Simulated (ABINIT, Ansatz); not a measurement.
# Ba (Pm-3m): phonons by linear response, part 4 of 4

Aim: the phonon dispersion of Ba (Pm-3m), checked by a second program.

ABINIT 10.8.3; DFT LDA, scalar-relativistic, plane waves, PseudoDojo norm-conserving pseudopotentials.

So far, highest frequency (cm⁻¹): step 8 (dispersion) 71.8.

This is not the structure that Ba takes at ambient pressure and room temperature (bcc); it is a model or a phase of other conditions.

### 10. Cross-check with Ansatz

The same cell goes through another code at the same cutoff. The files are of one family, but Ansatz's library holds files of its own making for some heavy elements, so those for Ba may differ.

This step: DFT LDA, scalar-relativistic, plane waves, norm-conserving pseudopotentials of its library (PseudoDojo's, some remade) (Ansatz 0.2.0).

Contents of input.yaml:

```yaml
crystal:
  lattice:
    - [3.7308469616, 0.0, 0.0]
    - [0.0, 3.7308469616, 0.0]
    - [0.0, 0.0, 3.7308469616]
  atoms:
    - { symbol: Ba, position: [0.5, 0.5, 0.5] }
kpoints:
  mp_grid: { grid: [10, 10, 10] }
hamiltonian:
  xc: lda
  pseudopotentials: { kind: nc, accuracy: standard }
scf:
  occupations: { method: gaussian, width: 0.27211 }
output:
  eigenvalues: true
basis:
  ecutwfc: 585.045
phonons:
  method: dfpt
  qmesh: [2, 2, 2]
  temperatures: { t_max: 1000, t_step: 50 }
  qpath:
    path:
      - [[0.0, 0.0, 0.0], [0.0, 0.5, 0.0], [0.5, 0.5, 0.0], [0.0, 0.0, 0.0], [0.5, 0.5, 0.5], [0.0, 0.5, 0.0]]
      - [[0.5, 0.5, 0.5], [0.5, 0.5, 0.0]]
    npoints: 10
```

Run with:

```sh
$ ansatz run input.yaml --threads 4 --pin off --max-ram 8192MiB --backend cpu --events-out ev --progress --plain --runs-dir out
```

What it wrote:

```text
Warning: basis.ecutwfc = 585.045 eV is below the records' recommended 770 eV, and the density's cutoff is lower with it unless basis.ecutrho_ratio is high enough to keep the records' density cutoff: compare with a run at a higher cutoff
Engine: ansatz 0.2.0, aarch64-unknown-linux-gnu
Pseudopotentials: kind: nc
Pseudopotential: Ba, nc, valence charge 10, recommended cutoff 770 eV (normal), Ba.nc.azcp (PseudoDojo's, or run here from an input of PseudoDojo's; its table is named by hamiltonian.pseudopotentials.accuracy)
Functional definition: SPW92
  exchange = slater_x
  correlation = pw_c
Crystal: 1 atoms, lattice volume = 51.930 Å³
Basis set: ecut = 585.045 eV, 1743 PW (Γ), exchange–correlation on 60×60×60 points (8 copies of the dense FFT grid, shifted against one another)
Bands: 9, of which v1, the nominal top of the filled ones, is band 5 counted from 1 (4 counted from 0)
Symmetry: 48 space group operations
k-points: 56 of 1000
Non-local potential: Ba, projectors of the file, l = 0: 2, l = 1: 2, l = 2: 2, l = 3: 2
Initial density: superposition of atomic densities (chi_scale 0.1, normalization cell)
Initial wavefunctions: pseudopotential atomic-orbital guess
Functional: x = slater, c = lda
SCF iter   1: F=—  HF=-763.780174 eV  |F-HF|=—  |Δ(HF+E_count)|=         —  Δρ=8.94e-3  dr2=4.26e-2  ethr=3.10e-3  ⟨swp⟩=9.8  Hψ=6095  notcnv=0
preconditioner: auto → none  [metal: Δε(μ)=0.061 eV  Ē_g=12.833 eV  σ=0.272 eV  W_gap=0.13  n_scr=6 (ndim 8)  ℏωp=14.6 eV  f_vac=0.000  D(μ)=1.10/eV (n_scr^D=6)  sad-step TF]
SCF iter   2: F=—  HF=-763.774682 eV  |F-HF|=—  |Δ(HF+E_count)|=   5.49e-3  Δρ=5.31e-3  dr2=1.85e-2  ethr=4.26e-4  ⟨swp⟩=1.0  Hψ=952  notcnv=0
SCF iter   3: F=—  HF=-763.771080 eV  |F-HF|=—  |Δ(HF+E_count)|=   3.60e-3  Δρ=9.91e-4  dr2=4.73e-4  ethr=1.85e-4  ⟨swp⟩=2.4  Hψ=772  notcnv=0
SCF iter   4: F=—  HF=-763.770893 eV  |F-HF|=—  |Δ(HF+E_count)|=   1.87e-4  Δρ=1.62e-4  dr2=2.56e-5  ethr=4.73e-6  ⟨swp⟩=2.0  Hψ=815  notcnv=0
SCF iter   5: F=—  HF=-763.770885 eV  |F-HF|=—  |Δ(HF+E_count)|=   8.23e-6  Δρ=4.62e-5  dr2=1.78e-6  ethr=2.56e-7  ⟨swp⟩=3.0  Hψ=842  notcnv=0
SCF iter   6: F=—  HF=-763.770887 eV  |F-HF|=—  |Δ(HF+E_count)|=   2.62e-6  Δρ=7.05e-6  dr2=4.91e-8  ethr=1.78e-8  ⟨swp⟩=2.3  Hψ=799  notcnv=0
SCF iter   7: F=—  HF=-763.770885 eV  |F-HF|=—  |Δ(HF+E_count)|=   2.29e-6  Δρ=7.44e-7  dr2=5.61e-10  ethr=4.91e-10  ⟨swp⟩=2.5  Hψ=860  notcnv=0
SCF iter   8: F=-763.770885 eV  HF=-763.770885 eV  |F-HF|=3.07e-12  |Δ(HF+E_count)|=  7.58e-11  Δρ=6.96e-8  dr2=3.71e-12  ethr=1.00e-12  ⟨swp⟩=12.1  Hψ=5463  notcnv=0
SCF 1 converged in 8 iterations: F = -763.770885 eV  dr2 = 3.71e-12
NSCF: frozen V_eff on 56 k-points
NSCF: frozen V_eff on 126 k-points
DFPT response loops at q = (0, 0, 0) (fractional): preconditioner auto → Kerker (q_TF=auto, 2.073 Å⁻¹) (partly filled bands, converged f_vac=0.000); β = 1.00, the filter's whole step (`scf.mixing.beta` (0.50) is not read by the response loops under this deck's `scf.mixing.preconditioner`; to damp them name `kerker` or `kerker_dos`, under which they read `scf.mixing.beta`, and type it under 1.00, their step now; both keys bind the ground state too); Broyden in place of MSR1
NSCF: frozen V_eff on 432 k-points
DFPT response loops at q = (0, 0, -0.5) (fractional): mixed as the last ones told, above
NSCF: frozen V_eff on 432 k-points
DFPT response loops at q = (0, -0.5, -0.5) (fractional): mixed as the last ones told, above
NSCF: frozen V_eff on 252 k-points
DFPT response loops at q = (-0.5, -0.5, -0.5) (fractional): mixed as the last ones told, above
SCF converged after 8 iterations
Free energy (F): -763.770885 eV
Harris-Foulkes:  -763.770885 eV  (|F-HF|=3.07e-12)
Internal energy: -763.727465 eV  (E = F + TS)
E sigma→0 (E₀):  -763.749175 eV
Entropy (-TS):   -0.043420 eV (-43.420 meV/atom)
Fermi energy:    7.129925 eV
--- Per-component energies (eV) ---
  E_band       = -71.727985
  E_kinetic    = 178.010954
  E_local      = -431.657414  (includes V_loc(G=0)·N_el)
  E_nonlocal   = 107.977056
  E_hartree    = 107.536551
  E_xc         = -178.050338
  E_vxc        = -141.131720  (∫ρ·V_xc dr)
  E_ewald      = -547.544274
  E_smearing   = -0.043420  (= −TS)
  E_closure    = -0.000000  (closes the sum)
  Σ components = -763.770885   (vs F -763.770885, Δ=0.00e0)
--- Band table (eV; the first three rows and the last of 56) ---
  k-point 0: bands = ["-21.8652", "-6.4203", "-6.4203", "-6.4203", "4.5314", "6.9946", "6.9946", "12.9305", "12.9305"]
  k-point 1: bands = ["-21.8546", "-6.5454", "-6.4097", "-6.4097", "4.7132", "7.0477", "7.2089", "12.2708", "12.2708"]
  k-point 2: bands = ["-21.8268", "-6.8550", "-6.3818", "-6.3818", "5.1649", "7.1953", "7.7989", "11.4150", "11.4150"]
  k-point 55: bands = ["-21.5370", "-7.2335", "-7.2335", "-7.2335", "6.9328", "6.9328", "6.9328", "10.6429", "13.5452"]
--- Phonons (Γ-DFPT): 1 representative perturbation + reference (Σ response iterations 2) ---
  ASR residual: 2.199e-4 → 0.000e0 eV/Å²; symmetrization residual: 5.421e-20 eV/Å²
  ASR residual per site (eV/Å²): 2.20e-4
  Γ frequencies (cm⁻¹): 0.00 0.00 0.00
--- Phonons (arbitrary-q DFPT): 4 irreducible q on the 2×2×2 mesh ---
  q = [0.0000, 0.0000, 0.0000] (star 1, of the zone-centre solve; hermiticity 7.17e-27, symmetrization 7.39e-16): -0.00 -0.00 0.00
  q = [0.0000, 0.0000, -0.5000] (star 3, 2 solved perturbations in 342 linear systems a pass and spin channel, the states on 216 of 1000 k-point pairs; hermiticity 4.48e-14, symmetrization 2.46e-13, the responses' own estimated error 2.3e-4 eV/Å²): -28.57 -28.57 68.45
  q = [0.0000, -0.5000, -0.5000] (star 3, 2 solved perturbations in 342 linear systems a pass and spin channel, the states on 216 of 1000 k-point pairs; hermiticity 7.11e-14, symmetrization 2.39e-13, the responses' own estimated error 2.8e-4 eV/Å²): -45.06 66.99 66.99
  q = [-0.5000, -0.5000, -0.5000] (star 1, 1 solved perturbation on 126 of 1000 k-point pairs; hermiticity 3.78e-13, symmetrization 8.06e-13, the responses' own estimated error 2.4e-4 eV/Å²): 33.61 33.61 33.61
  sum rule: each row above includes the acoustic sum rule's correction from the zone centre's row sums; it moved no ω² by more than (0.66 cm⁻¹)²
  mesh force constants: q→R imaginary residual 0.00e0; ASR residual 2.199e-4 → 0.000e0 eV/Å²; symmetrization residual 8.882e-16 eV/Å²
  interpolated dispersion: 62 rows × 3 modes
  density of states and harmonic sums: on the 18×18×18 q-mesh, interpolated from the force constants of a 2×2×2 supercell (no non-analytic term)
  largest difference from the sums on the solved wave vectors: F 1.98e-1 eV, S 2.52e-4 and C_V 5.64e-5 eV/K
  zero-point energy: 0.005874 eV/cell   skipped modes (ω ≤ 0): 196, of them read as no rigid motion or as one in doubt: 193 (8.750e-1 modes/cell left out, lowest -45.06 cm⁻¹)   left out of the sums: 2.92e-1 of the cell's modes: C_V's classical limit lies that fraction below 3 k_B per atom; for a crystal, a wire or a layer, F and S can be off by more, and a phonons.interpolated_qmesh denser along its periods is the remedy for the sampling
```

Wall time 12 s (4 threads of Arm Neoverse V1, shared host); peak memory 0.62 GiB; 47 s of CPU time.

This step gave:

- sum-rule residual before enforcement: 2.20e-4 eV/Å²
- lowest frequency on the path: -45.06 cm⁻¹
- share of modes beyond 3i cm⁻¹ on the dense interpolated mesh: 0.2868
- lowest mode on the q mesh (acoustic ones at the zone centre apart): -45.06 cm⁻¹

### 11. Side by side: ABINIT PseudoDojo and Ansatz, library NC

Numbers from this step:

```yaml
root_mean_square_difference: 3.3 cm⁻¹
largest_difference: 4.72 cm⁻¹
root_mean_square_difference_on_the_path: 2.8 cm⁻¹
largest_difference_on_the_path: 9.4 cm⁻¹
```

Frequencies side by side, by row:

| q (reciprocal lattice) | mode | ABINIT PseudoDojo (cm⁻¹) | Ansatz, library NC (cm⁻¹) |
| --- | --- | --- | --- |
| 0 0 0 | 1 | 0 | 0 |
| 0 0 0 | 2 | 0 | 0 |
| 0 0 0 | 3 | 0 | 0 |
| 0.5 0 0 | 1 | -28.93 | -28.57 |
| 0.5 0 0 | 2 | -28.93 | -28.57 |
| 0.5 0 0 | 3 | 71.83 | 68.45 |
| 0.5 0.5 0 | 1 | -45.66 | -45.06 |
| 0.5 0.5 0 | 2 | 70.09 | 66.99 |
| 0.5 0.5 0 | 3 | 70.09 | 66.99 |
| 0.5 0.5 0.5 | 1 | 38.33 | 33.61 |
| 0.5 0.5 0.5 | 2 | 38.33 | 33.61 |
| 0.5 0.5 0.5 | 3 | 38.33 | 33.61 |

At the solved wavevectors the largest difference (acoustic modes at Γ apart) is 7 % of the highest mode (on the interpolated path 13 %), but 12 % of the mode at 38 cm⁻¹ on which it sits.

### 12. Summary of results

| Property | Result |
| --- | --- |
| space group after relaxation | Pm-3m |
| volume per atom | 51.9 Å³ |
| q mesh | 2×2×2 |
| lowest mode on the q mesh (acoustic ones at the zone centre apart) | -45.7 cm⁻¹ |
| imaginary modes on the q mesh | yes |
| largest difference from Ansatz, library NC | 4.72 cm⁻¹ |

In words: Ba (Pm-3m) is unstable: a mode solved on the 2×2×2 mesh is imaginary, 46i cm⁻¹; its spectrum reaches 72 cm⁻¹. The most unstable solved mode lies at q = (0.5, 0.5, 0), on the zone boundary, so the distortion that it points to doubles the cell. ABINIT PseudoDojo and Ansatz, library NC differ by 3.3 cm⁻¹ in the root mean square and by 4.7 cm⁻¹ at most, 6.6 % of the highest mode compared (acoustic modes at Γ left out; ABINIT's values are those before the sum rule); the two use different potentials, and the cell was not relaxed for the second set. Their interpolated bands part by up to 9 cm⁻¹. These are harmonic frequencies at zero temperature: anharmonic shifts and linewidths and thermal expansion are left out. Spin-orbit coupling is left out, which can matter for the heavy elements here. In a metal the frequencies hang on the k mesh and the smearing, most of all near Kohn anomalies. Ansatz warns that the cutoff lies 24 % under the one recommended for these files; agreement at one cutoff is not convergence. The total energies of the two programs lie far apart, so at least one potential file in Ansatz's library differs from the published one read by the first program. The q mesh stands for a supercell only 7.5 Å across, so branches between the solved wavevectors are rough. The structure comes from a database by way of an earlier relaxation and need not be the phase that is stable at ambient conditions.

[Host names and launcher messages were left out of these logs when they were recorded.]

[Logs are printed without paths, hosts, clocks, repeated set-up lines and the standing remarks that a program may print on its own settings, such as how far it seeks lower states.]

[Hosts, paths, dates, database ids (printed as entryN), source tags and the programs' standing remarks are cut or masked in the printed files.]
